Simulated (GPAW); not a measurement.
**NaHF2 (R-3m): the F K absorption edge**

What does one-electron theory with a core hole give for the F K edge of NaHF2 (R-3m)?

Method: X-ray absorption from dipole matrix elements to empty bands, plane-wave PAW LDA, in GPAW 26.7.0.

## Step 1: Starting point

Symmetry: R-3m, No. 166, trigonal system. Conventional cell: a = 3.474 Å, b = 3.474 Å, c = 13.750 Å, α = 90.00°, β = 90.00°, γ = 120.00°. Nearest to Na lie 6 F at 2.32 Å. Nearest to F lie 1 H at 1.13 Å and 3 Na at 2.32 Å. H has 2 F at 1.13 Å nearest. Farther neighbours and most contacts between anions are not listed.

Structure file:

```cif
data_structure
_symmetry_space_group_name_H-M 'R-3m:H'
_symmetry_Int_Tables_number 166
_cell_length_a 3.4740
_cell_length_b 3.4740
_cell_length_c 13.7500
_cell_angle_alpha 90.000
_cell_angle_beta 90.000
_cell_angle_gamma 120.000
_cell_volume 143.71
loop_
_atom_site_label
_atom_site_type_symbol
_atom_site_symmetry_multiplicity
_atom_site_Wyckoff_symbol
_atom_site_fract_x
_atom_site_fract_y
_atom_site_fract_z
_atom_site_occupancy
Na1 Na 3 a 0.00000 0.00000 0.00000 1
F1 F 6 c 0.66667 0.33333 0.91573 1
H1 H 3 b 0.66667 0.33333 0.83333 1
```

## Step 2: The field without a hole

The ground state comes first: it tells whether the system has a gap, which decides how the excited electron is treated.

scf.py reads:

```python
import numpy as np
from ase import Atoms
from ase.parallel import parprint, paropen
from gpaw import GPAW, PW, FermiDirac, Mixer, MixerDif, setup_paths
from gpaw.test import gen
setup_paths.insert(0, '.')
gen('F', name='nch1s', xcname='LDA', corehole=(1, 0, 0), write_xml=True)
from gpaw.mpi import world
world.barrier()

atoms = Atoms('NaF2H',
    cell=[[1.737, 1.00285742, 4.58333333],
     [-1.737, 1.00285742, 4.58333333],
     [0, -2.00571484, 4.58333333]],
    scaled_positions=[[0, 0, 0],
     [0.5824, 0.5824, 0.5824],
     [0.4176, 0.4176, 0.4176],
     [0.5, 0.5, 0.5]],
    pbc=True)
atoms.calc = calc = GPAW(legacy_gpaw=True, mode=PW(500), xc='LDA', setups={1: 'nch1s'},
    kpts={'size': (8, 8, 8), 'gamma': True}, occupations=FermiDirac(0.05),
    charge=0, mixer=Mixer(0.1, 5, 50), maxiter=150,
    convergence={'density': 0.0001}, txt='scf.txt')
energy = atoms.get_potential_energy() + calc.get_reference_energy()
ef = calc.get_fermi_level()
out = dict(energy=energy, fermi=ef, forces=atoms.get_forces().tolist())
parprint(f'all-electron energy {energy:.4f} eV, Fermi level {ef:.4f} eV')
ev = np.array([[calc.get_eigenvalues(k, s) for k in range(len(calc.get_ibz_k_points()))] for s in range(calc.get_number_of_spins())])
out['homo'], out['lumo'], out['counts'] = ev[ev < ef].max(), ev[ev > ef].min(), sorted(set((ev < ef).sum((0, 2)).tolist()))
out['filled'] = (ev[:, 0] < ef).sum(1).tolist()
import json
with paropen('out.json', 'w') as f:
    json.dump(out, f)
```

On the command line:

```bash
OMP_NUM_THREADS=1 mpirun -n 4 gpaw python scf.py
```

Numbers of over 12 decimals in the logs are rounded to 6 here.

Output:

```text
Input parameters:
  convergence: {density: 0.0001}
  kpts: {gamma: True,
         size: (8, 8, 8)}
  maxiter: 150
  mixer: {backend: pulay,
          beta: 0.1,
          method: separate,
          nmaxold: 5,
          weight: 50}
  mode: {ecut: 500.0,
         name: pw}
  occupations: {fixmagmom: False,
                name: fermi-dirac,
                width: 0.05}
  setups: {1: nch1s}

Initialize ...

[... PAW data sets ...]

Reference energy: -9808.755084  # eV

Spin-paired calculation

[... convergence settings ...]
Symmetries present (total): 2
  [... symmetry matrices ...]

512 k-points: 8 x 8 x 8 Monkhorst-Pack grid + [1/16,1/16,1/16]
150 k-points in the irreducible part of the Brillouin zone
       k-points in crystal coordinates                weights
   0:     0.00000000    0.00000000    0.00000000          1/512
   1:     0.00000000    0.00000000    0.12500000          2/512
   2:     0.00000000    0.00000000    0.25000000          2/512
   3:     0.00000000    0.00000000    0.37500000          2/512
   4:     0.00000000    0.00000000    0.50000000          1/512
   5:     0.12500000   -0.12500000    0.00000000          2/512
   6:     0.12500000   -0.12500000    0.12500000          4/512
   7:     0.12500000   -0.12500000    0.25000000          4/512
   8:     0.12500000   -0.12500000    0.37500000          4/512
   9:     0.12500000   -0.12500000    0.50000000          2/512
          ...
 149:     0.50000000    0.50000000    0.50000000          1/512

Wave functions: Plane wave expansion
  Cutoff energy: 500.000 eV
  Number of coefficients (min, max): 1187, 1240
  Pulay-stress correction: 0.000000 eV/Ang^3 (de/decut=0.000000)
  Using FFTW library
  Wavefunction extrapolation:
    Improved wavefunction reuse through dual PAW basis

Occupation numbers: Fermi-Dirac:
  width: 0.0500  # eV

Eigensolver
   Davidson(niter=2)

Densities:
  Coarse grid: 27*27*27 grid
  Fine grid: 54*54*54 grid
  Total Charge: 0.000000

Density mixing:
  Method: separate
  Backend: pulay
  Linear mixing parameter: 0.1
  old densities: 5
  Width of damping distribution: 1.1
  Damping of long wavelength oscillations: 50

[... Hamiltonian set-up ...]
Number of atoms: 4
Number of atomic orbitals: 16
Number of bands in calculation: 16
Number of valence electrons: 22
Bands to converge: occupied

... initialized

Initializing position-dependent things.

Density initialized from atomic densities
Creating initial wave functions:
  16 bands from LCAO basis set

       F

       H
       F

       Na

Atomic positions and initial magnetic moments

Positions:
   0 Na     0.000000    0.000000    0.000000    ( 0.0000,  0.0000,  0.0000)
   1 F      0.000000   -0.000000    8.008000    ( 0.0000,  0.0000,  0.0000)
   2 F      0.000000   -0.000000    5.742000    ( 0.0000,  0.0000,  0.0000)
   3 H      0.000000    0.000000    6.875000    ( 0.0000,  0.0000,  0.0000)

Unit cell:
           periodic     x           y           z      points  spacing
  1. axis:    yes    1.737000    1.002857    4.583333    27     0.1089
  2. axis:    yes   -1.737000    1.002857    4.583333    27     0.1089
  3. axis:    yes    0.000000   -2.005715    4.583333    27     0.1089

  Lengths:   5.002983   5.002983   5.002983
  Angles:   40.631430  40.631430  40.631430

Effective grid spacing dv^(1/3) = 0.1345

iter:   1   -19.297172
iter:   2   -18.914712   -1.53  -1.20
iter:   3   -18.470347   -1.12  -1.28
iter:   4   -18.459594   -2.21  -1.52
iter:   5   -18.445670   -2.44  -1.90
iter:   6   -18.447718   -3.15  -2.75
iter:   7   -18.445483c  -3.74  -2.52
iter:   8   -18.445511c  -3.48  -2.94
iter:   9   -18.445190c  -4.15  -3.08
iter:  10   -18.445187c  -6.71  -4.00c
iter:  11   -18.445187c  -6.58  -4.51c
iter:  12   -18.445187c  -7.71c -4.46c

Converged after 12 iterations.

Dipole moment: (-0.000000, -0.000000, 0.000000) |e|*Ang

Energy contributions relative to reference atoms: (reference = -9808.755084)

Kinetic:        +19.581218
Potential:      -20.253567
External:        +0.000000
XC:             -18.172154
Entropy (-ST):   -0.000000
Local:           +0.399316
SIC:             +0.000000
--------------------------
Free energy:    -18.445187
Extrapolated:   -18.445187

Showing only first 2 kpts
 Kpt  Band  Eigenvalues  Occupancy
  0     9     -4.06109    2.00000
  0    10     -3.99453    2.00000
  0    11      2.76498    0.00000
  0    12      9.03946    0.00000

  1     9     -4.07617    2.00000
  1    10     -3.96875    2.00000
  1    11      3.18924    0.00000
  1    12      9.13953    0.00000

Fermi level: -1.79454

Gap: 6.597 eV
Transition (v -> c):
  (s=0, k=149, n=10, [0.50, 0.50, 0.50]) -> (s=0, k=0, n=11, [0.00, 0.00, 0.00])
Direct/indirect transitions are different
Direct gap: 6.760 eV
Transition at: (s=0, k=0, n=10, [0.00, 0.00, 0.00])

Forces in eV/Ang:
  0 Na    0.00000    0.00000    0.00000
  1 F     0.00000    0.00000    0.39295
  2 F     0.00000   -0.00000   -0.39295
  3 H     0.00000    0.00000   -0.00000
Scalar-relativistic atomic LDA calculation for F (Fluorine, Z=9)
Core hole in 1s state (1s occupation: 2.0)
300 radial gridpoints.
|------------------------------------------------|
|------------------------------------------------|
[... the atom generator's iteration count ...]

Energy contributions:
-------------------------
Kinetic:      +98.924702
XC:            -9.628727
Potential:   -188.480882
-------------------------
Total:        -99.184907

state      eigenvalue         ekin         rmax
-----------------------------------------------
1s^2.0 :   -24.213779    36.855229        0.115
2s^2.0 :    -1.089490     4.159703        0.767
2p^5.0 :    -0.415007     3.378968        0.703
-----------------------------------------------
(units: Bohr and Hartree)

Generating PAW setup
Kinetic energy of the core from tauc = 73.784289
Cutoffs:
rc(s)=1.200
rc(p)=1.200
rc(d)=1.200
rc(vbar)=1.080
rc(comp)=1.200
rc(nct)=1.200

Kinetic energy of the core states: 73.710458
Charge: 0.0
Core electrons: 2.0
Valence electrons: 7.0
Pseudo-core charge: 0.000387
Shape function alpha=6.944
Pseudo-electron charge 6.013308
state    eigenvalue         norm
--------------------------------
2s(2) :    -1.089490     1.062936
*s    :    -0.089490
2p(5) :    -0.415007     0.777410
*p    :     0.584993
*d    :     0.000000
--------------------------------

Diagonalizing with gridspacing h=0.050

state   all-electron     PAW
-------------------------------
2s:      -1.089490    -1.091166
2p:      -0.415007    -0.417133
*d:                    0.051257
*f:                    0.077758
-------------------------------
all-electron energy -9827.2003 eV, Fermi level -1.7945 eV
```

It took 22 s on 4 MPI ranks of Arm Neoverse V2, shared host; peak memory 0.21 GiB.

The mesh shows a gap of 6.60 eV, so the hole is first treated in a charged cell, without the excited electron.

## Step 3: Spectrum without a core hole, F atom 2

This cheap baseline ignores the attraction of the hole: it shows the absorber's empty states as they are in the ground state. The data set with a hole of occupation 0 only carries the core orbital.

The absorber has 1 H at 1.13 Å and 3 Na at 2.32 Å (distorted tetrahedral, site symmetry 3m).

xas.py reads:

```python
import numpy as np
from ase import Atoms
from ase.parallel import parprint, paropen
from gpaw import GPAW, PW, FermiDirac, Mixer, MixerDif, setup_paths
from gpaw.test import gen
setup_paths.insert(0, '.')
gen('F', name='nch1s', xcname='LDA', corehole=(1, 0, 0), write_xml=True)
from gpaw.mpi import world
world.barrier()

atoms = Atoms('NaF2H',
    cell=[[1.737, 1.00285742, 4.58333333],
     [-1.737, 1.00285742, 4.58333333],
     [0, -2.00571484, 4.58333333]],
    scaled_positions=[[0, 0, 0],
     [0.5824, 0.5824, 0.5824],
     [0.4176, 0.4176, 0.4176],
     [0.5, 0.5, 0.5]],
    pbc=True)
atoms.calc = calc = GPAW(legacy_gpaw=True, mode=PW(500), xc='LDA', setups={1: 'nch1s'},
    kpts={'size': (8, 8, 8), 'gamma': True}, occupations=FermiDirac(0.02),
    charge=0, mixer=Mixer(0.1, 5, 50), maxiter=150,
    convergence={'density': 0.0001}, txt='scf.txt')
energy = atoms.get_potential_energy() + calc.get_reference_energy()
ef = calc.get_fermi_level()
out = dict(energy=energy, fermi=ef, forces=atoms.get_forces().tolist())
parprint(f'all-electron energy {energy:.4f} eV, Fermi level {ef:.4f} eV')
ev = np.array([[calc.get_eigenvalues(k, s) for k in range(len(calc.get_ibz_k_points()))] for s in range(calc.get_number_of_spins())])
out['homo'], out['lumo'], out['counts'] = ev[ev < ef].max(), ev[ev > ef].min(), sorted(set((ev < ef).sum((0, 2)).tolist()))
out['filled'] = (ev[:, 0] < ef).sum(1).tolist()

from ase.units import Ha
from gpaw.xas import dipole_matrix_elements
nb = int(calc.get_number_of_electrons() / 2) + 32
top = nb
nscf = calc.fixed_density(kpts={'size': (8, 8, 8), 'gamma': True},
    convergence={'eigenstates': 1.0}, txt='nscf.txt')
nscf.diagonalize_full_hamiltonian(nbands=nb)
cell = atoms.cell.array
ops = [cell.T @ U.T @ np.linalg.inv(cell.T) for U in nscf.wfs.kd.symmetry.op_scc]
filled = [11]  # bands filled in the ground state, by spin
E = np.arange(-25, 34, 0.1)
fwhm = np.interp(E, [4, 25], [0.9, 3.5])
Y, X, zero, highest = 0, 0, 1e9, 1e9
for spin in range(nscf.get_number_of_spins()):
    wfs = nscf.wfs
    A = dipole_matrix_elements(wfs.setups[1])
    eps = np.zeros((wfs.kd.nibzkpts, nb))
    d = np.zeros((3, A.shape[1], wfs.kd.nibzkpts, nb), complex)
    for kpt in wfs.kpt_u:
        if kpt.s == spin and 1 in kpt.P_ani:
            eps[kpt.k] = kpt.eps_n * Ha
            d[:, :, kpt.k] = (kpt.weight * wfs.nspins / 2) ** 0.5 * np.inner(A, kpt.P_ani[1])
    world.sum(eps)
    world.sum(d)
    T = np.einsum('amkn,bmkn->abkn', d, d.conj()).real
    T = sum(np.einsum('ai,ijkn,bj->abkn', R, T, R) for R in ops) / len(ops)
    empty = np.ones_like(eps, bool) & (np.arange(nb) >= filled[spin])
    zero, highest = min(zero, eps[empty].min()), min(highest, eps[:, top - 1].min())
    lines = [(eps, T, empty)] if spin == 0 else lines + [(eps, T, empty)]
for eps, T, empty in lines:
    f = np.einsum('aakn->akn', T).reshape(3, -1)
    x = eps.ravel() - zero
    w = np.interp(x, E, fwhm) / 2.35482
    g = np.exp(-0.5 * ((E[:, None] - x) / w) ** 2) / (w * (2 * np.pi) ** 0.5)
    Y = Y + (f * empty.ravel()) @ g.T
    X = X + (f * ~empty.ravel()) @ g.T
out.update(E=E.round(2).tolist(), xas=Y.tolist(), xes=X.tolist(), zero=zero, valid=highest - zero, nk=len(eps), nb=nb)
for i in range(0, len(E), 10):
    parprint(f'{E[i]:7.2f}', *(f'{v:10.3e}' for v in Y[:, i]))
import json
with paropen('out.json', 'w') as f:
    json.dump(out, f)
```

On the command line:

```bash
OMP_NUM_THREADS=1 mpirun -n 4 gpaw python xas.py
```

Output:

```text
Input parameters:
  convergence: {density: 0.0001}
  kpts: {gamma: True,
         size: (8, 8, 8)}
  maxiter: 150
  mixer: {backend: pulay,
          beta: 0.1,
          method: separate,
          nmaxold: 5,
          weight: 50}
  mode: {ecut: 500.0,
         name: pw}
  occupations: {fixmagmom: False,
                name: fermi-dirac,
                width: 0.02}
  setups: {1: nch1s}

Initialize ...

[...]
*p    :     0.584993
*d    :     0.000000
--------------------------------

Diagonalizing with gridspacing h=0.050

state   all-electron     PAW
-------------------------------
2s:      -1.089490    -1.091166
2p:      -0.415007    -0.417133
*d:                    0.051257
*f:                    0.077758
-------------------------------
all-electron energy -9827.2003 eV, Fermi level -1.7945 eV
[...]
32.00  3.038e-05  3.038e-05  3.717e-05
  33.00  2.677e-05  2.677e-05  3.106e-05
[key lines of the parts left out:]
Converged after 12 iterations.
Dipole moment: (-0.000000, -0.000000, 0.000000) |e|*Ang
Free energy:    -18.445187
Fermi level: -1.79454
```

Run time: 3.1 min. Hardware: 4 MPI ranks; peak memory 0.41 GiB; 13 min of CPU time.

The F K spectrum, F atom 2, no core hole (energy from the lowest empty level; intensity scaled to a mean of 1 over the first 20 eV; polarised curves are means over the symmetry-equivalent atoms):

```csv
E (eV),isotropic,ε ⊥ c,ε ∥ c
-2.0,0.00,0.00,0.00
-1.5,0.00,0.00,0.00
-1.0,0.00,0.00,0.00
-0.5,0.00,0.00,0.00
0.0,0.01,0.01,0.01
0.5,0.05,0.04,0.05
1.0,0.11,0.11,0.12
1.5,0.21,0.20,0.21
2.0,0.29,0.29,0.27
2.5,0.42,0.47,0.31
3.0,0.49,0.54,0.39
3.5,0.64,0.71,0.52
4.0,0.83,0.92,0.64
4.5,0.94,1.06,0.69
5.0,1.19,1.42,0.73
5.5,1.27,1.55,0.70
6.0,1.17,1.43,0.64
6.5,1.08,1.30,0.63
7.0,1.07,1.22,0.76
7.5,1.09,1.13,1.00
8.0,1.10,1.01,1.28
8.5,1.20,0.91,1.76
9.0,1.42,0.82,2.62
9.5,1.73,0.74,3.72
10.0,1.98,0.67,4.59
10.5,1.98,0.62,4.70
11.0,1.77,0.64,4.02
11.5,1.59,0.83,3.09
12.0,1.59,1.15,2.47
12.5,1.64,1.37,2.19
13.0,1.52,1.31,1.92
13.5,1.20,1.04,1.52
14.0,0.86,0.75,1.09
14.5,0.64,0.57,0.77
15.0,0.56,0.55,0.58
15.5,0.60,0.64,0.50
16.0,0.70,0.81,0.49
16.5,0.84,1.00,0.52
17.0,0.95,1.13,0.58
17.5,1.01,1.20,0.63
18.0,1.01,1.19,0.67
18.5,0.98,1.13,0.68
19.0,0.92,1.06,0.66
19.5,0.86,0.98,0.62
20.0,0.81,0.92,0.59
20.5,0.78,0.88,0.56
21.0,0.75,0.86,0.53
21.5,0.73,0.84,0.50
22.0,0.70,0.82,0.47
22.5,0.67,0.79,0.45
23.0,0.64,0.75,0.44
23.5,0.62,0.71,0.44
24.0,0.60,0.68,0.45
24.5,0.60,0.67,0.47
25.0,0.61,0.67,0.49
25.5,0.63,0.69,0.51
26.0,0.66,0.72,0.53
26.5,0.69,0.76,0.55
27.0,0.72,0.78,0.58
27.5,0.74,0.80,0.62
28.0,0.76,0.81,0.67
28.5,0.77,0.80,0.72
29.0,0.78,0.79,0.77
29.5,0.78,0.77,0.82
30.0,0.77,0.74,0.84
30.5,0.76,0.71,0.85
31.0,0.73,0.68,0.83
31.5,0.69,0.64,0.79
32.0,0.65,0.60,0.74
```

Main maxima below 24 eV (height): 5.4 eV (1.27), 10.3 eV (2.02), 12.5 eV (1.64) and 17.8 eV (1.02). A K edge sees empty p states on the absorber.

The same matrix elements for filled bands give the F K emission of F atom 2 (ground-state approximation; energy from the lowest empty level, largest value 1):

```csv
E (eV),emission
-24.00,0.00
-23.25,0.00
-22.50,0.00
-21.75,0.00
-21.00,0.00
-20.25,0.00
-19.50,0.00
-18.75,0.00
-18.00,0.00
-17.25,0.00
-16.50,0.00
-15.75,0.00
-15.00,0.00
-14.25,0.00
-13.50,0.00
-12.75,0.00
-12.00,0.02
-11.25,0.20
-10.50,0.05
-9.75,0.00
-9.00,0.01
-8.25,0.23
-7.50,0.83
-6.75,0.79
-6.00,0.06
-5.25,0.00
-4.50,0.00
-3.75,0.00
-3.00,0.00
-2.25,0.00
-1.50,0.00
-0.75,0.00
0.00,0.00
0.75,0.00
1.50,0.00
2.25,0.00
3.00,0.00
```

Emission maxima: -11.2 eV (0.20) and -7.2 eV (1.00).

## Step 4: Reference energy of the supercell

The photon energy needs a difference of total energies, so the cell and mesh of the coming hole run are first run without a hole.

Changes to scf.py since step 2:

```diff
@@ -10,13 +10,33 @@
 
-atoms = Atoms('NaF2H',
-    cell=[[1.737, 1.00285742, 4.58333333],
-     [-1.737, 1.00285742, 4.58333333],
-     [0, -2.00571484, 4.58333333]],
+atoms = Atoms('Na6F12H6',
+    cell=[[3.474, 6.01714451, 0],
+     [5.211, 1.00285742, 4.58333333],
+     [5.211, -1.00285742, -4.58333333]],
     scaled_positions=[[0, 0, 0],
-     [0.5824, 0.5824, 0.5824],
-     [0.4176, 0.4176, 0.4176],
-     [0.5, 0.5, 0.5]],
+     [0, 0.33333333, 0.33333333],
+     [0.5, 0, 0],
+     [0, 0.66666667, 0.66666667],
+     [0.5, 0.33333333, 0.33333333],
+     [0.5, 0.66666667, 0.66666667],
+     [0.7088, 0.97066667, 0.22346667],
+     [0.7088, 0.304, 0.5568],
+     [0.2088, 0.97066667, 0.22346667],
+     [0.7088, 0.63733333, 0.89013333],
+     [0.2088, 0.304, 0.5568],
+     [0.2088, 0.63733333, 0.89013333],
+     [0.7912, 0.696, 0.4432],
+     [0.7912, 0.02933333, 0.77653333],
+     [0.2912, 0.696, 0.4432],
+     [0.7912, 0.36266667, 0.10986667],
+     [0.2912, 0.02933333, 0.77653333],
+     [0.2912, 0.36266667, 0.10986667],
+     [0.75, 0.83333333, 0.33333333],
+     [0.75, 0.16666667, 0.66666667],
+     [0.25, 0.83333333, 0.33333333],
+     [0.75, 0.5, 0],
+     [0.25, 0.16666667, 0.66666667],
+     [0.25, 0.5, 0]],
     pbc=True)
-atoms.calc = calc = GPAW(legacy_gpaw=True, mode=PW(500), xc='LDA', setups={1: 'nch1s'},
-    kpts={'size': (8, 8, 8), 'gamma': True}, occupations=FermiDirac(0.05),
+atoms.calc = calc = GPAW(legacy_gpaw=True, mode=PW(500), xc='LDA', setups={6: 'nch1s'},
+    kpts={'size': (3, 3, 3), 'gamma': True}, occupations=FermiDirac(0.02),
     charge=0, mixer=Mixer(0.1, 5, 50), maxiter=150,
```

On the command line:

```bash
OMP_NUM_THREADS=1 mpirun -n 4 gpaw python scf.py
```

Output:

```text
Input parameters:
  convergence: {density: 0.0001}
  kpts: {gamma: True,
         size: (3, 3, 3)}
  maxiter: 150
  mixer: {backend: pulay,
          beta: 0.1,
          method: separate,
          nmaxold: 5,
          weight: 50}
  mode: {ecut: 500.0,
         name: pw}
  occupations: {fixmagmom: False,
                name: fermi-dirac,
                width: 0.02}
  setups: {6: nch1s}

Initialize ...

[...]
2s(2) :    -1.089490     1.062936
*s    :    -0.089490
2p(5) :    -0.415007     0.777410
*p    :     0.584993
*d    :     0.000000
--------------------------------

Diagonalizing with gridspacing h=0.050

state   all-electron     PAW
-------------------------------
2s:      -1.089490    -1.091166
2p:      -0.415007    -0.417133
*d:                    0.051257
*f:                    0.077758
-------------------------------
all-electron energy -58963.1981 eV, Fermi level -1.8008 eV
[key lines of the parts left out:]
Converged after 13 iterations.
Dipole moment: (0.000000, 0.000000, 0.000000) |e|*Ang
Free energy:   -110.667589
Fermi level: -1.80084
```

Elapsed: 60 s, on 4 MPI ranks; peak memory 0.4 GiB.

Reference energy: -58963.198 eV with the cores included.

[end of part 1 of 2]

[Banner, clock and machine lines of the logs are left out without a mark of their own.]

[Logs are printed without paths, hosts, clocks, repeated set-up lines and the standing remarks that a program may print on its own settings, such as how far it seeks lower states.]

[Hosts, paths, dates, database ids (printed as entryN), source tags and the programs' standing remarks are cut or masked in the printed files.]

[Lists of maxima count a maximum above −3 eV only where it reaches 4 % of the highest in the window and stands out from its surroundings by 2 % of it (1.5 % where it reaches 55 %); shoulders and weaker maxima are passed over, and of the rest the first, up to two pre-edge ones and the few strongest are named.]
